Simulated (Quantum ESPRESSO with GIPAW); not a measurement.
**67Zn and 33S NMR of ZnS, calculated**

Wanted: NMR shieldings for each site of ZnS.

Program: Quantum ESPRESSO with GIPAW 8.0dev (patched build). Level of theory: DFT, PBEsol, plane-wave PAW (pslibrary 1.0.0 recipes), scalar-relativistic, GIPAW; a patched development version of the program. Results are calculated unless marked as measured.

The database entry behind the starting cell differs from later determinations by our own check (about 0.1 % short), so it need not match the best structure at ambient conditions.

## 1. Set-up

It takes space group F-43m (No. 216, cubic). The conventional cell has a = 5.404 Å, b = 5.404 Å, c = 5.404 Å, α = 90.00°, β = 90.00°, γ = 90.00°. Nearest to Zn lie 4 S at 2.34 Å. Nearest to S lie 4 Zn at 2.34 Å. Farther neighbours and most contacts between anions are not listed.

The cell is an entry of the Crystallography Open Database; it need not be the form that is stable at ambient conditions.

## 2. Ground state

GIPAW is a response on top of the ground state, so the wavefunctions come first. Their errors pass straight into the induced current, hence the tight threshold. No empty states are asked for: the response is solved without them. The mesh has a spacing of 0.23 Å⁻¹ at most. The PAW files were made with ld1.x from the pslibrary 1.0.0 recipes, with GIPAW reconstruction switched on.

File scf.in:

```
&control
  calculation = 'scf'
  prefix = 'x'
  outdir = './tmp/'
  pseudo_dir = './'
/
&system
  ibrav = 0
  nat = 2
  ntyp = 2
  ecutwfc = 55
  ecutrho = 330
  nbnd = 9
/
&electrons
  conv_thr = 1.0d-10
  mixing_beta = 0.7
  electron_maxstep = 100
/
ATOMIC_SPECIES
  Zn 65.380 Zn.pbesol-dn-kjpaw_psl.1.0.0-gipaw.UPF
  S 32.060 S.pbesol-n-kjpaw_psl.1.0.0-gipaw.UPF
CELL_PARAMETERS angstrom
  0.00000000 2.70200000 2.70200000
  2.70200000 0.00000000 2.70200000
  2.70200000 2.70200000 0.00000000
ATOMIC_POSITIONS crystal
  Zn 0.25000000 0.25000000 0.25000000
  S 0.00000000 0.00000000 0.00000000
K_POINTS automatic
  9 9 9 0 0 0
```

On the command line:

```bash
mpirun -np 4 pw.x -nk 4 -in scf.in > scf.out
```

The program printed:

```text
using ibrav=0 with symmetry is DISCOURAGED, use correct ibrav instead

     bravais-lattice index     =            0
     lattice parameter (alat)  =       7.2210  a.u.
     unit-cell volume          =     266.2457 (a.u.)^3
     number of atoms/cell      =            2
     number of atomic types    =            2
     number of electrons       =        18.00
     number of Kohn-Sham states=            9
     kinetic-energy cutoff     =      55.0000  Ry
     charge density cutoff     =     330.0000  Ry
     scf convergence threshold =      1.0E-10
     mixing beta               =       0.7000
     number of iterations used =            8  plain     mixing
     Exchange-correlation= SLA-PW-PSX-PSC
                           (   1   4  10   8   0   0   0)
[...]
Zn               12.00    65.38000     Zn( 1.00)
     S                 6.00    32.06000     S ( 1.00)

     24 Sym. Ops. (no inversion) found
[...]
number of k points=    35
[...]
Dense  grid:    26813 G-vectors     FFT dimensions: (  45,  45,  45)

     Smooth grid:    14649 G-vectors     FFT dimensions: (  36,  36,  36)

     Initial potential from superposition of free atoms

     starting charge      17.9965, renormalised to      18.0000
     Starting wfcs are   13 randomized atomic wfcs

     Self-consistent Calculation

     iteration #  1     ecut=    55.00 Ry     beta= 0.70
     Davidson diagonalization with overlap
     ethr =  1.00E-02,  avg # of iterations =  1.8

     Threshold (ethr) on eigenvalues was too large:
     Diagonalizing with lowered threshold

     Davidson diagonalization with overlap
     ethr =  2.54E-04,  avg # of iterations =  3.3

     total energy              =    -306.02366597 Ry
     estimated scf accuracy    <       0.04796094 Ry

     iteration #  2     ecut=    55.00 Ry     beta= 0.70
     Davidson diagonalization with overlap
     ethr =  2.66E-04,  avg # of iterations =  2.5

     total energy              =    -306.03542972 Ry
     estimated scf accuracy    <       0.00804773 Ry

     iteration #  3     ecut=    55.00 Ry     beta= 0.70
[...]
total energy              =    -306.03700089 Ry
     estimated scf accuracy    <       0.00163240 Ry

[...]
total energy              =    -306.03747787 Ry
[...]
iteration # 11     ecut=    55.00 Ry     beta= 0.70
     Davidson diagonalization with overlap
     ethr =  3.78E-10,  avg # of iterations =  2.3

     total energy              =    -306.03747787 Ry
     estimated scf accuracy    <       0.00000002 Ry

     iteration # 12     ecut=    55.00 Ry     beta= 0.70
     Davidson diagonalization with overlap
     ethr =  9.14E-11,  avg # of iterations =  4.0

     End of self-consistent calculation
     [one-electron energies left out]

!    total energy              =    -306.03747788 Ry
     total all-electron energy =     -4386.566223 Ry
     estimated scf accuracy    <          6.1E-11 Ry

     The total energy is the sum of the following terms:
     one-electron contribution =     -85.01865803 Ry
     hartree contribution      =      60.80605498 Ry
     xc contribution           =     -51.75838429 Ry
     ewald contribution        =     -92.12167894 Ry
     one-center paw contrib.   =    -137.94481160 Ry

     convergence has been achieved in  12 iterations
[...]
JOB DONE.
```

It took 8.3 s on 4 MPI ranks of Arm Neoverse V1, shared host; peak memory 0.42 GiB; 33 s of CPU time.

It converged in 12 cycles to an estimated accuracy of 6e-11 Ry, on 35 irreducible k-points.

## 3. GIPAW: job nmr

A uniform field breaks periodicity, so gipaw.x applies it as a wave of small q and takes the limit. It solves for the first-order states, builds the induced current and gets the field at each nucleus by Biot–Savart; the PAW spheres add what the smooth waves miss near the nuclei. pawproj makes the reconstruction use the PAW data sets' own projectors.

File nmr.in:

```
&inputgipaw
  job = 'nmr'
  prefix = 'x'
  tmp_dir = './tmp/'
  restart_mode = 'from_scratch'
  verbosity = 'low'
  q_gipaw = 0.01
  spline_ps = .true.
  conv_threshold = 1.0d-11
  use_nmr_macroscopic_shape = .false.
  pawproj(1) = .true.
  pawproj(2) = .true.
/
```

On the command line:

```bash
mpirun -np 4 gipaw.x -in nmr.in > nmr.out
```

The program printed:

```text
[banner, memory and clock lines left out]
[a note of our patched build left out]

     Parallelizing q-star over 1 images

     IMPORTANT: XC functional enforced from input :
     Exchange-correlation= PBESOL
                           (   1   4  10   8   0   0   0)
     Any further DFT definition will be discarded
     Please, verify this is what you really want

[...]
alpha_pv=     26.3296 eV

     spline_ps is .false., expect some extrapolation errors

     q-space interpolation up to    66.00 Rydberg

     GIPAW job: nmr
     NMR macroscopic correction: no
[...]
Computing the magnetic susceptibility     isolve=0    ethr=  0.1000E-10
     Starting from scratch
     k-point #    1 of    35      pool #  1    cpu time:       0.7
[...]
End of magnetic susceptibility calculation

     f-sum rule (1st term):
           -12.3113          0.0000          0.0000
             0.0000        -12.3113         -0.0000
             0.0000         -0.0000        -12.3113

     f-sum rule (2nd term):
            -0.1537          0.0000          0.0000
             0.0000         -0.1537          0.0000
             0.0000          0.0000         -0.1537

     f-sum rule (should be   -12.4574):
           -12.4651          0.0000          0.0000
             0.0000        -12.4651         -0.0000
             0.0000         -0.0000        -12.4651

[... susceptibilities left out ...]
     Contributions to the NMR chemical shifts: -------------------------------

     Macroscopic shape contribution in ppm:                    0.00
             0.0000          0.0000          0.0000
             0.0000          0.0000          0.0000
             0.0000          0.0000          0.0000

     Core contribution in ppm:

     Atom  1  Zn  pos: (  0.353553  0.353553  0.353553)  core sigma:        2274.59
     Atom  2  S   pos: (  0.000000  0.000000  0.000000)  core sigma:         978.84

     Bare contribution in ppm:

     Atom  1  Zn  pos: (  0.353553  0.353553  0.353553)  bare sigma:          31.36
[...]
Atom  2  S   pos: (  0.000000  0.000000  0.000000)  bare sigma:          28.22
[...]
Diamagnetic contribution in ppm:

     Atom  1  Zn  pos: (  0.353553  0.353553  0.353553)  dia sigma:         212.84
[...]
Atom  2  S   pos: (  0.000000  0.000000  0.000000)  dia sigma:          -5.29
[...]
Paramagnetic contribution in ppm:

     Atom  1  Zn  pos: (  0.353553  0.353553  0.353553)  para sigma:         595.40
[...]
Atom  2  S   pos: (  0.000000  0.000000  0.000000)  para sigma:        -556.14
[...]
Paramagnetic US occ-occ contribution in ppm:

     Atom  1  Zn  pos: (  0.353553  0.353553  0.353553)  para_oo sigma:          -3.00
[...]
Atom  2  S   pos: (  0.000000  0.000000  0.000000)  para_oo sigma:          -4.22
[...]
Paramagnetic US L_R Q_R contribution in ppm:

     Atom  1  Zn  pos: (  0.353553  0.353553  0.353553)  para_lq sigma:       -1898.34
[...]
Atom  2  S   pos: (  0.000000  0.000000  0.000000)  para_lq sigma:         135.44
[...]
Total NMR chemical shifts in ppm: ---------------------------------------
     (adopting the Simpson convention for anisotropy and asymmetry)-----------

     Atom  1  Zn  pos: (  0.353553  0.353553  0.353553)  Total sigma:        1212.84
          1212.8448         -0.0000         -0.0000
            -0.0000       1212.8448         -0.0000
            -0.0000         -0.0000       1212.8448

     Zn      1    anisotropy:     -0.00    eta:    0.0000
[...]
Atom  2  S   pos: (  0.000000  0.000000  0.000000)  Total sigma:         576.85
           576.8488         -0.0000          0.0000
            -0.0000        576.8488         -0.0000
             0.0000         -0.0000        576.8488

     S       2    anisotropy:      0.00    eta:    0.0000
[...]
```

Run time: 79 s. Hardware: 4 MPI ranks; peak memory 0.25 GiB.

The f-sum rule is met to 0.0077 of 12.5 (0.06 %). Converged shieldings require that this miss be small, but a small miss does not prove them.

From the symmetric part of each tensor, with principal values σ11 ≤ σ22 ≤ σ33: σ_iso is their mean, the span is σ33 − σ11 and the skew 3(σ_iso − σ22)/span. (gipaw.x prints an anisotropy in another convention.)

```csv
site,atom no.,atoms in cell,σ_iso (ppm),span (ppm),skew
Zn,1,1,1213,0,-
S,2,1,576.8,0.0,-
```

The macroscopic shape term is switched off. For a spherical sample the valence susceptibility of this run would add about 14 ppm to every site, a rough estimate, since the susceptibility converges slowly and lacks part of the PAW terms. Differences within the crystal don't depend on it, but shieldings of different compounds can't be compared to better than a few ppm without it.

Zn and S sit on cubic site symmetry, where the tensor must be isotropic.

## 4. Sites, surroundings and shifts

Covalently bonded atoms count as neighbours within 1.18 times the sum of their radii. Otherwise a cation's neighbours lie within 1.2 times its shortest bond (1.3 for large cations, each anion's radius taken off where they differ), and an anion's are the cations that count it.

```csv
site,atom no.,atoms in cell,surroundings,bonds (Å),σ_iso (ppm)
Zn,1,1,ZnS4,2.340,1213
S,2,1,bound to Zn4,2.340,576.8
```

## 5. Results

```yaml
67zn_shielding_without_shape_term: 1213 ppm
33s_shielding_without_shape_term: 576.8 ppm
```

67Zn has one site (ZnS4), with isotropic shielding 1213 ppm (shape term left out). A shift needs a reference, δ = σ_ref − σ, fixed on measured compounds; for 67Zn of this kind at this level too few were at hand, or they scattered too widely about a line, so none is given. No sound run at another cutoff or mesh is at hand, so convergence rests on the f-sum rule and on experience with these files. This build of gipaw.x prints that it is not audited and that its numbers are no references by themselves. It also reports spline_ps as false although the input sets it; why was not traced.

[Banner, clock, file and message-heading lines were taken out of the pw.x and gipaw.x logs.]

[Logs are printed without paths, hosts, clocks, repeated set-up lines and the standing remarks that a program may print on its own settings, such as how far it seeks lower states.]

[Hosts, paths, dates, database ids (printed as entryN), source tags and the programs' standing remarks are cut or masked in the printed files.]

[Where no reference line passes its bar on scatter, no shift is given, so a measured shift of this compound may stand uncompared.]
